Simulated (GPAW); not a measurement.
# Geometry or basis: what sets the conductance of hydroquinonedithiol between two Au chains

How well does hydroquinonedithiol between two Au chains conduct once its atoms have relaxed, and how much do cheaper levels lose?

Program: GPAW 26.7.0. Level of theory: GPAW LCAO, PAW setups; relaxation of the junction within the symmetry of its start, lead ends held, in the first sound run; inputs show where later runs differ. Results are calculated unless marked as measured.

## 1. Set-up

The cell holds 26 atoms: 12 Au, 2 S, 4 H, 6 C and 2 O. Its edges and angles: a = 12.537 Å, b = 9.000 Å, c = 37.667 Å, α = 90.0°, β = 90.0°, γ = 90.0°. Regions: left lead, 6 atoms (6 Au); channel, 14 atoms (2 S, 4 H, 6 C and 2 O); right lead, 6 atoms (6 Au). Vacuum lies along a and b. The structure is stacked along c, and the current runs across the ab planes.

## 2. Relaxing the atoms

Transmission follows bond lengths closely, so the atoms between the held lead ends are relaxed first, within whatever symmetry the start has.

Contents of run.py:

```python
import json
from ase import Atoms
from ase.constraints import FixAtoms
from ase.optimize import BFGS
from gpaw import GPAW, FermiDirac

device = Atoms(
    ['Au', 'Au', 'Au', 'Au', 'Au', 'Au', 'S', 'H', 'C', 'C', 'H', 'O', 'C', 'C', 'O', 'H', 'C', 'C', 'H', 'S', 'Au', 'Au', 'Au', 'Au', 'Au', 'Au'],
    positions=[
        [6.26870, 4.50000, 1.30000],
        [6.26870, 4.50000, 3.90000],
        [6.26870, 4.50000, 6.50000],
        [6.26870, 4.50000, 9.10000],
        [6.26870, 4.50000, 11.70000],
        [6.26870, 4.50000, 14.30000],
        [4.81110, 5.22973, 15.99275],
        [7.64345, 5.23780, 16.76035],
        [5.63332, 5.22301, 17.57573],
        [7.02657, 5.22896, 17.65438],
        [3.25000, 5.25305, 17.81373],
        [3.52022, 5.23530, 18.75211],
        [4.88972, 5.22905, 18.76386],
        [7.64765, 5.22904, 18.90306],
        [9.01716, 5.23528, 18.91481],
        [9.28737, 5.25306, 19.85319],
        [5.51080, 5.22900, 20.01255],
        [6.90405, 5.22304, 20.09119],
        [4.89392, 5.23787, 20.90658],
        [7.72627, 5.22981, 21.67417],
        [6.26870, 4.50000, 23.36692],
        [6.26870, 4.50000, 25.96692],
        [6.26870, 4.50000, 28.56692],
        [6.26870, 4.50000, 31.16692],
        [6.26870, 4.50000, 33.76692],
        [6.26870, 4.50000, 36.36692]],
    cell=[[12.53741, 0.0, 0.0], [0.0, 9.0, 0.0], [0.0, 0.0, 37.66692]],
    pbc=True)

device.set_constraint(FixAtoms([0, 1, 2, 3, 4, 21, 22, 23, 24, 25]))
device.calc = GPAW(mode='lcao', basis='dzp', xc='PBE', h=0.18,
                   kpts={'size': (1, 1, 2), 'gamma': True},
                   symmetry={'tolerance': 1e-3, 'extra_ids': [1, 1, 1, 1, 1, 0, 0, 0, 0, 0, 0, 0, 0, 0, 0, 0, 0, 0, 0, 0, 0, 1, 1, 1, 1, 1]},
                   occupations=FermiDirac(0.1), maxiter=250,
                   mixer=dict(beta=0.1, nmaxold=8, weight=100.0),
                   convergence=dict(density=0.0001), txt='relax.txt')
path = []
opt = BFGS(device, maxstep=0.15)
opt.attach(lambda: path.append((device.get_potential_energy(), device.positions.tolist(), device.get_forces().tolist())))
relaxed = bool(opt.run(fmax=0.05, steps=50))
json.dump(dict(relaxed=relaxed, path=path, positions=device.positions.tolist(), moments=device.get_magnetic_moments().tolist(),
               forces=device.get_forces(apply_constraint=False).tolist()), open('result.json', 'w'))
```

Launch:

```console
$ OMP_NUM_THREADS=1 OPENBLAS_NUM_THREADS=1 python run.py
```

Output:

```text
Step          Energy          fmax
BFGS:    0      -99.743769        2.602644
BFGS:    1      -99.918772        0.988706
BFGS:    2      -99.962981        0.424607
BFGS:    3      -99.982661        0.277955
BFGS:    4     -100.006619        0.459398
BFGS:    5     -100.026975        0.385515
BFGS:    6     -100.042880        0.269054
BFGS:    7     -100.055973        0.272211
BFGS:    8     -100.065527        0.279221
BFGS:    9     -100.076272        0.271862
BFGS:   10     -100.089338        0.255354
BFGS:   11     -100.104685        0.365677
BFGS:   12     -100.122715        0.420385
BFGS:   13     -100.140174        0.295333
BFGS:   14     -100.164881        0.308146
BFGS:   15     -100.185776        0.463193
[...]
BFGS:   37     -100.622282        0.090625
BFGS:   38     -100.624011        0.059060
BFGS:   39     -100.623448        0.113683
BFGS:   40     -100.626155        0.057360
BFGS:   41     -100.626958        0.073969
BFGS:   42     -100.627857        0.064425
BFGS:   43     -100.629374        0.055925
BFGS:   44     -100.630154        0.048995
```

The job ended after 25 min (1 thread of Arm Neoverse V2, shared host; peak memory 1.9 GiB).

The steps of the relaxation (22 of 45):

| step | energy less that of the first step (eV) | largest force (eV/Å) |
| --- | --- | --- |
| 1 | 0.0000 | 2.6026 |
| 3 | -0.2211 | 0.4246 |
| 5 | -0.2638 | 0.4594 |
| 7 | -0.2987 | 0.2691 |
| 9 | -0.3198 | 0.2792 |
| 11 | -0.3426 | 0.2554 |
| 14 | -0.3935 | 0.2953 |
| 16 | -0.4553 | 0.4632 |
| 18 | -0.5438 | 0.5816 |
| 20 | -0.6207 | 0.4238 |
| 22 | -0.6860 | 0.4349 |
| 24 | -0.7750 | 0.3920 |
| 26 | -0.8256 | 0.3043 |
| 28 | -0.8552 | 0.2814 |
| 30 | -0.8697 | 0.1432 |
| 32 | -0.8895 | 0.2602 |
| 35 | -0.9066 | 0.1342 |
| 37 | -0.9117 | 0.0743 |
| 39 | -0.9144 | 0.0591 |
| 41 | -0.9162 | 0.0574 |
| 43 | -0.9182 | 0.0644 |
| 45 | -0.9194 | 0.0490 |

The atoms that moved most (Å):

| atom | dx | dy | dz | length |
| --- | --- | --- | --- | --- |
| Au6 | -0.820 | 0.731 | -0.223 | 1.121 |
| Au21 | 0.820 | 0.731 | 0.223 | 1.121 |
| S20 | 0.297 | 0.195 | -0.221 | 0.418 |
| S7 | -0.297 | 0.195 | 0.221 | 0.418 |
| H19 | 0.117 | -0.009 | 0.138 | 0.181 |
| H8 | -0.117 | -0.009 | -0.138 | 0.181 |
| O15 | 0.016 | -0.078 | -0.161 | 0.180 |
| O12 | -0.016 | -0.078 | 0.161 | 0.180 |

The relaxation lowered the energy of the cell by 0.919 eV (energies extrapolated to zero smearing; the optimiser's log prints free energies). The largest force left on a free atom is 0.049 eV/Å.

## 3. GPAW, dzp

Localised orbitals split the wire into layers that couple to their neighbours alone, which is what the Green's function method needs; double zeta with polarisation is the usual level for numbers.

This step: GPAW LCAO, PAW setups; Landauer transmission from Green's functions with principal layers (ASE), zero bias (GPAW 26.7.0).

Contents of run.py:

```python
import json
import numpy as np
from ase import Atoms
from ase.transport.calculators import TransportCalculator
from gpaw import GPAW, FermiDirac
from gpaw.lcao.tools import get_lcao_hamiltonian
from scipy.linalg import eigh

# The junction with lead layers at both ends, along the third cell vector
device = Atoms(
    ['Au', 'Au', 'Au', 'Au', 'Au', 'Au', 'S', 'H', 'C', 'C', 'H', 'O', 'C', 'C', 'O', 'H', 'C', 'C', 'H', 'S', 'Au', 'Au', 'Au', 'Au', 'Au', 'Au'],
    positions=[
        [6.26870, 4.50000, 1.30000],
        [6.26870, 4.50000, 3.90000],
        [6.26870, 4.50000, 6.50000],
        [6.26870, 4.50000, 9.10000],
        [6.26870, 4.50000, 11.70000],
        [5.44840, 5.23116, 14.07733],
        [4.51458, 5.42481, 16.21397],
        [7.52632, 5.22840, 16.62232],
        [5.55786, 5.27174, 17.58398],
        [6.97248, 5.23375, 17.58080],
        [3.20952, 5.16865, 17.95227],
        [3.50440, 5.15746, 18.91321],
        [4.85783, 5.21009, 18.87768],
        [7.67954, 5.21008, 18.78924],
        [9.03298, 5.15744, 18.75371],
        [9.32785, 5.16866, 19.71465],
        [5.56489, 5.23379, 20.08613],
        [6.97951, 5.27177, 20.08294],
        [5.01105, 5.22847, 21.04461],
        [8.02279, 5.42489, 21.45295],
        [7.08900, 5.23116, 23.58959],
        [6.26870, 4.50000, 25.96692],
        [6.26870, 4.50000, 28.56692],
        [6.26870, 4.50000, 31.16692],
        [6.26870, 4.50000, 33.76692],
        [6.26870, 4.50000, 36.36692]],
    cell=[[12.53741, 0.0, 0.0], [0.0, 9.0, 0.0], [0.0, 0.0, 37.66692]],
    pbc=True)

# One principal layer of the lead: the first 3 atoms of the device
lead = Atoms(
    ['Au', 'Au', 'Au'],
    positions=[
        [6.26870, 4.50000, 1.30000],
        [6.26870, 4.50000, 3.90000],
        [6.26870, 4.50000, 6.50000]],
    cell=[[12.53741, 0.0, 0.0], [0.0, 9.0, 0.0], [0.0, 0.0, 7.8]],
    pbc=True)

settings = dict(mode='lcao', basis='dzp', xc='PBE', h=0.18,
                occupations=FermiDirac(0.1), maxiter=250,
                mixer=dict(beta=0.1, nmaxold=8, weight=100.0),
                convergence=dict(density=0.0001))
energies = np.arange(-2, 2 + 1e-9, 0.025)
eta = 0.0001
n1, n2 = 1, 1
# k and -k transmit alike, so half of the mesh across the current serves
mesh = [(i, j) for i in range(n1) for j in range(n2) if (i, j) <= (-i % n1, -j % n2)]
weights = np.array([1 if (i, j) == (-i % n1, -j % n2) else 2 for i, j in mesh]) / (n1 * n2)

# [... helper functions left out ...]
fermi_lead = ground_state(lead, (1, 1, 15), 'lead.txt')
fermi_device = ground_state(device, (1, 1, 2), 'device.txt')
# [... loop over the mesh left out, but for ...]
        # Shift the lead onto the potential of the device's first layer
        shift = ((H[:, 0, 0] - H0[:, 0, 0]) / S0[0, 0]).real.mean()
# [...]
kT = 8.617333e-5 * 300
bias = [0.1, 0.2, 0.5, 1.0, 1.5, 2.0]
# [... integrals and printing left out ...]
```

Output:

```text
basis functions: device 330, principal layer 45
Fermi level: lead -4.9640 eV, device -4.4856 eV; lead shifted by -0.0121 eV
largest coupling past the next layer 2.46e-07 eV, largest misfit of the first layer 0.097 eV
  E-E_F (eV)   T (one spin)  [channel counts left out]
    -2.000    2.2505e-01
    -1.975    1.7552e-01
    -1.950    5.5842e-02
    -1.925    2.4514e-02
    -1.900    4.9145e-02
    -1.875    7.0561e-02
    -1.850    8.9061e-02
    -1.825    1.0690e-01
    -1.800    1.2593e-01
    -1.775    1.4774e-01
    -1.750    1.7383e-01
    -1.725    2.0572e-01
    -1.700    2.4481e-01
    -1.675    2.9179e-01
    -1.650    3.4560e-01
    -1.625    4.0159e-01
[...]
1.825    7.6488e-04
     1.850    7.8775e-04
     1.875    8.1048e-04
     1.900    8.3307e-04
     1.925    8.5547e-04
     1.950    8.7769e-04
     1.975    8.9969e-04
     2.000    9.2144e-04
conductance at 300 K: 0.16706 G0 a cell; thermopower -124 uV/K
current from the zero-bias T(E) at 0.1 V: 1.4503 uA
current from the zero-bias T(E) at 0.2 V: 3.4359 uA
current from the zero-bias T(E) at 0.5 V: 6.3871 uA
current from the zero-bias T(E) at 1.0 V: 7.3654 uA
current from the zero-bias T(E) at 1.5 V: 8.23 uA
current from the zero-bias T(E) at 2.0 V: 10.241 uA
```

Elapsed: 86 s, on 1 thread; peak memory 2.1 GiB.

Numbers from this step:

```yaml
conductance: 0.1671 G₀
largest_coupling_past_the_next_principal_layer: 2.46e-7 eV
largest_misfit_of_the_first_principal_layer: 0.09720 eV
shift_that_aligns_the_lead: -0.01208 eV
basis_functions_of_the_junction: 330
basis_functions_of_a_principal_layer: 45
transmission_at_the_fermi_level_one_spin: 0.1023
```

One spin. The transmission, zone mean by energy, zero at the Fermi level:

| energy (eV) | transmission, zone mean |
| --- | --- |
| -2.000 | 0.225 |
| -1.900 | 0.0491 |
| -1.800 | 0.126 |
| -1.700 | 0.245 |
| -1.600 | 0.450 |
| -1.500 | 0.477 |
| -1.400 | 0.963 |
| -1.375 | 0.991 |
| -1.300 | 0.977 |
| -1.200 | 0.855 |
| -1.150 | 0.997 |
| -1.100 | 0.993 |
| -1.000 | 0.404 |
| -0.900 | 0.0896 |
| -0.800 | 0.0780 |
| -0.700 | 0.0516 |
| -0.600 | 0.0385 |
| -0.500 | 0.0350 |
| -0.400 | 0.0394 |
| -0.300 | 0.0527 |
| -0.200 | 0.0440 |
| -0.100 | 0.0316 |
| 0.000 | 0.102 |
| 0.100 | 0.932 |
| 0.200 | 0.0476 |
| 0.300 | 0.00951 |
| 0.400 | 0.00293 |
| 0.500 | 0.00101 |
| 0.600 | 3.3e-4 |
| 0.700 | 8.0e-5 |
| 0.800 | 4.4e-6 |
| 0.900 | 9.9e-6 |
| 1.000 | 5.5e-5 |
| 1.100 | 1.2e-4 |
| 1.200 | 2.0e-4 |
| 1.300 | 2.8e-4 |
| 1.400 | 3.7e-4 |
| 1.500 | 4.6e-4 |
| 1.600 | 5.6e-4 |
| 1.700 | 6.5e-4 |
| 1.800 | 7.4e-4 |
| 1.900 | 8.3e-4 |
| 2.000 | 9.2e-4 |

Not self-consistent under bias; the bias window is split evenly. Current through one cell, from the zero-bias transmission against bias:

| bias (V) | current through one cell, from the zero-bias transmission (μA) |
| --- | --- |
| 0.100 | 1.45 |
| 0.200 | 3.44 |
| 0.500 | 6.39 |
| 1.000 | 7.37 |
| 1.500 | 8.23 |
| 2.000 | 10.2 |

The transmission of the three most open eigenchannels by energy, zero at the Fermi level:

| energy (eV) | channel 1 | channel 2 | channel 3 |
| --- | --- | --- | --- |
| -2.000 | 0.213 | 0.00982 | 0.00236 |
| -1.900 | 0.0414 | 0.00756 | 1.3e-4 |
| -1.800 | 0.118 | 0.00599 | 0.00173 |
| -1.700 | 0.236 | 0.00506 | 0.00365 |
| -1.600 | 0.439 | 0.00713 | 0.00438 |
| -1.500 | 0.470 | 0.00439 | 0.00264 |
| -1.400 | 0.959 | 0.00469 | 1.2e-4 |
| -1.300 | 0.974 | 0.00245 | 3.5e-4 |
| -1.200 | 0.854 | 9.7e-4 | 2.8e-5 |
| -1.100 | 0.990 | 0.00119 | 8.5e-4 |
| -1.000 | 0.402 | 0.00136 | 6.6e-4 |
| -0.900 | 0.0887 | 5.8e-4 | 3.3e-4 |
| -0.800 | 0.0774 | 3.7e-4 | 2.4e-4 |
| -0.700 | 0.0510 | 2.6e-4 | 2.4e-4 |
| -0.600 | 0.0381 | 2.6e-4 | 1.6e-4 |
| -0.500 | 0.0346 | 2.8e-4 | 7.8e-5 |
| -0.400 | 0.0391 | 2.6e-4 | 3.6e-5 |
| -0.300 | 0.0524 | 2.2e-4 | 1.6e-5 |
| -0.200 | 0.0438 | 1.8e-4 | 7.7e-7 |
| -0.100 | 0.0316 | 8.9e-11 | 0 |
| 0.000 | 0.102 | 0 | 0 |
| 0.100 | 0.932 | 0 | 0 |
| 0.200 | 0.0476 | 0 | 0 |
| 0.300 | 0.00951 | 0 | 0 |
| 0.400 | 0.00293 | 0 | 0 |
| 0.500 | 0.00101 | 0 | 0 |
| 0.600 | 3.3e-4 | 0 | 0 |
| 0.700 | 8.0e-5 | 0 | 0 |
| 0.800 | 4.4e-6 | 0 | 0 |
| 0.900 | 9.9e-6 | 0 | 0 |
| 1.000 | 5.5e-5 | 0 | 0 |
| 1.100 | 1.2e-4 | 0 | 0 |
| 1.200 | 2.0e-4 | 0 | 0 |
| 1.300 | 2.8e-4 | 0 | 0 |
| 1.400 | 3.7e-4 | 0 | 0 |
| 1.500 | 4.6e-4 | 0 | 0 |
| 1.600 | 5.6e-4 | 0 | 0 |
| 1.700 | 6.5e-4 | 0 | 0 |
| 1.800 | 7.4e-4 | 0 | 0 |
| 1.900 | 8.3e-4 | 0 | 0 |
| 2.000 | 9.2e-4 | 0 | 0 |

Couplings past the next layer reach 2.5e-7 eV, small enough to drop; the matrix elements of the cell's first layer differ from the bulk lead's by up to 0.097 eV. That layer keeps its own values in the calculation, and only beyond it is the lead taken as perfect. The Fermi levels of lead and junction count from different zeros of potential, one for each periodic cell; with both set to zero, the small remaining shift is what aligns them. Without spin-orbit coupling, which is large for these atoms, channel counts and T are those of the scalar-relativistic bands. By hand: G = 0.1671 × 77.48 μS = 12.9 μS, a resistance of 77.3 kΩ; at 0.1 V a linear junction would pass 1.29 μA, and the integral over the bias window gives 1.45 μA.

## 4. GPAW, szp: basis = "szp(dzp)"

The second zeta is dropped, the polarisation orbitals stay.

Changes to run.py since step 3:

```diff
@@ -51,3 +51,3 @@
 
-settings = dict(mode='lcao', basis='dzp', xc='PBE', h=0.18,
+settings = dict(mode='lcao', basis='szp(dzp)', xc='PBE', h=0.18,
                 occupations=FermiDirac(0.1), maxiter=250,
```

Output:

```text
basis functions: device 214, principal layer 27
Fermi level: lead -4.8026 eV, device -4.5398 eV; lead shifted by -0.0122 eV
largest coupling past the next layer 2.47e-07 eV, largest misfit of the first layer 0.099 eV
  E-E_F (eV)   T (one spin)  [channel counts left out]
    -2.000    1.1777e-01
    -1.975    1.2323e-01
    -1.950    1.3218e-01
    -1.925    1.4643e-01
    -1.900    1.6741e-01
    -1.875    1.7274e-01
    -1.850    3.1959e-02
    -1.825    8.3352e-03
    -1.800    2.9964e-02
    -1.775    5.3979e-02
    -1.750    7.6722e-02
    -1.725    9.9950e-02
    -1.700    1.2572e-01
    -1.675    1.5591e-01
    -1.650    1.9223e-01
    -1.625    2.3606e-01
[...]
1.825    4.8767e-04
     1.850    5.0240e-04
     1.875    5.1662e-04
     1.900    5.3027e-04
     1.925    5.4329e-04
     1.950    5.5560e-04
     1.975    5.6713e-04
     2.000    5.7778e-04
conductance at 300 K: 0.30539 G0 a cell; thermopower -90.64 uV/K
current from the zero-bias T(E) at 0.1 V: 2.4109 uA
current from the zero-bias T(E) at 0.2 V: 4.5485 uA
current from the zero-bias T(E) at 0.5 V: 6.8113 uA
current from the zero-bias T(E) at 1.0 V: 8.2245 uA
current from the zero-bias T(E) at 1.5 V: 10.026 uA
current from the zero-bias T(E) at 2.0 V: 17.133 uA
```

It took 64 s on 1 thread; peak memory 2.1 GiB.

This step gave:

```yaml
conductance: 0.3054 G₀
largest_coupling_past_the_next_principal_layer: 2.47e-7 eV
largest_misfit_of_the_first_principal_layer: 0.09862 eV
shift_that_aligns_the_lead: -0.01223 eV
basis_functions_of_the_junction: 214
basis_functions_of_a_principal_layer: 27
transmission_at_the_fermi_level_one_spin: 0.2129
```

One spin. The transmission, zone mean by energy, zero at the Fermi level:

| energy (eV) | transmission, zone mean |
| --- | --- |
| -2.000 | 0.118 |
| -1.900 | 0.167 |
| -1.800 | 0.0300 |
| -1.700 | 0.126 |
| -1.600 | 0.288 |
| -1.500 | 0.485 |
| -1.400 | 0.592 |
| -1.300 | 0.997 |
| -1.200 | 0.130 |
| -1.100 | 0.332 |
| -1.000 | 0.250 |
| -0.925 | 0.853 |
| -0.900 | 0.653 |
| -0.800 | 0.154 |
| -0.750 | 0.685 |
| -0.700 | 0.0815 |
| -0.600 | 0.0593 |
| -0.500 | 0.0545 |
| -0.400 | 0.0619 |
| -0.300 | 0.0858 |
| -0.200 | 0.0693 |
| -0.100 | 0.0820 |
| 0.000 | 0.213 |
| 0.050 | 0.931 |
| 0.100 | 0.283 |
| 0.200 | 0.0270 |
| 0.300 | 0.00723 |
| 0.400 | 0.00263 |
| 0.500 | 0.00106 |
| 0.600 | 4.3e-4 |
| 0.700 | 1.5e-4 |
| 0.800 | 3.6e-5 |
| 0.900 | 1.2e-6 |
| 1.000 | 8.6e-6 |
| 1.100 | 4.1e-5 |
| 1.200 | 8.8e-5 |
| 1.300 | 1.4e-4 |
| 1.400 | 2.1e-4 |
| 1.500 | 2.7e-4 |
| 1.600 | 3.4e-4 |
| 1.700 | 4.1e-4 |
| 1.800 | 4.7e-4 |
| 1.900 | 5.3e-4 |
| 2.000 | 5.8e-4 |

Not self-consistent under bias; the bias window is split evenly. The current through one cell, from the zero-bias transmission by bias:

| bias (V) | current through one cell, from the zero-bias transmission (μA) |
| --- | --- |
| 0.100 | 2.41 |
| 0.200 | 4.55 |
| 0.500 | 6.81 |
| 1.000 | 8.22 |
| 1.500 | 10.0 |
| 2.000 | 17.1 |

The transmission of the three most open eigenchannels by energy, zero at the Fermi level:

| energy (eV) | channel 1 | channel 2 | channel 3 |
| --- | --- | --- | --- |
| -2.000 | 0.107 | 0.00872 | 0.00234 |
| -1.900 | 0.158 | 0.00729 | 0.00239 |
| -1.800 | 0.0258 | 0.00398 | 1.8e-4 |
| -1.700 | 0.120 | 0.00363 | 0.00251 |
| -1.600 | 0.280 | 0.00486 | 0.00305 |
| -1.500 | 0.475 | 0.00796 | 0.00277 |
| -1.400 | 0.589 | 0.00355 | 3.7e-4 |
| -1.300 | 0.995 | 0.00194 | 2.9e-4 |
| -1.200 | 0.128 | 0.00147 | 6.2e-4 |
| -1.100 | 0.330 | 0.00121 | 7.9e-4 |
| -1.000 | 0.248 | 0.00142 | 4.1e-4 |
| -0.900 | 0.652 | 7.2e-4 | 5.7e-4 |
| -0.800 | 0.153 | 5.7e-4 | 2.6e-4 |
| -0.700 | 0.0809 | 4.2e-4 | 2.3e-4 |
| -0.600 | 0.0588 | 3.0e-4 | 2.5e-4 |
| -0.500 | 0.0541 | 2.7e-4 | 1.7e-4 |
| -0.400 | 0.0616 | 2.6e-4 | 8.8e-5 |
| -0.300 | 0.0855 | 2.3e-4 | 5.1e-5 |
| -0.200 | 0.0691 | 2.0e-4 | 6.8e-7 |
| -0.100 | 0.0820 | 9.5e-5 | 1.6e-7 |
| 0.000 | 0.213 | 0 | 0 |
| 0.100 | 0.283 | 0 | 0 |
| 0.200 | 0.0270 | 0 | 0 |
| 0.300 | 0.00723 | 0 | 0 |
| 0.400 | 0.00263 | 0 | 0 |
| 0.500 | 0.00106 | 0 | 0 |
| 0.600 | 4.3e-4 | 0 | 0 |
| 0.700 | 1.5e-4 | 0 | 0 |
| 0.800 | 3.6e-5 | 0 | 0 |
| 0.900 | 1.2e-6 | 0 | 0 |
| 1.000 | 8.6e-6 | 0 | 0 |
| 1.100 | 4.1e-5 | 0 | 0 |
| 1.200 | 8.8e-5 | 0 | 0 |
| 1.300 | 1.4e-4 | 0 | 0 |
| 1.400 | 2.1e-4 | 0 | 0 |
| 1.500 | 2.7e-4 | 0 | 0 |
| 1.600 | 3.4e-4 | 0 | 0 |
| 1.700 | 4.1e-4 | 0 | 0 |
| 1.800 | 4.7e-4 | 0 | 0 |
| 1.900 | 5.3e-4 | 0 | 0 |
| 2.000 | 5.8e-4 | 0 | 0 |

The conductance, 0.305 G₀, lies 83 % above that of the dzp run.

(Continued in part 2 of 2.)

[Logs are printed without paths, hosts, clocks, repeated set-up lines and the standing remarks that a program may print on its own settings, such as how far it seeks lower states.]

[Hosts, paths, dates, database ids (printed as entryN), source tags and the programs' standing remarks are cut or masked in the printed files.]
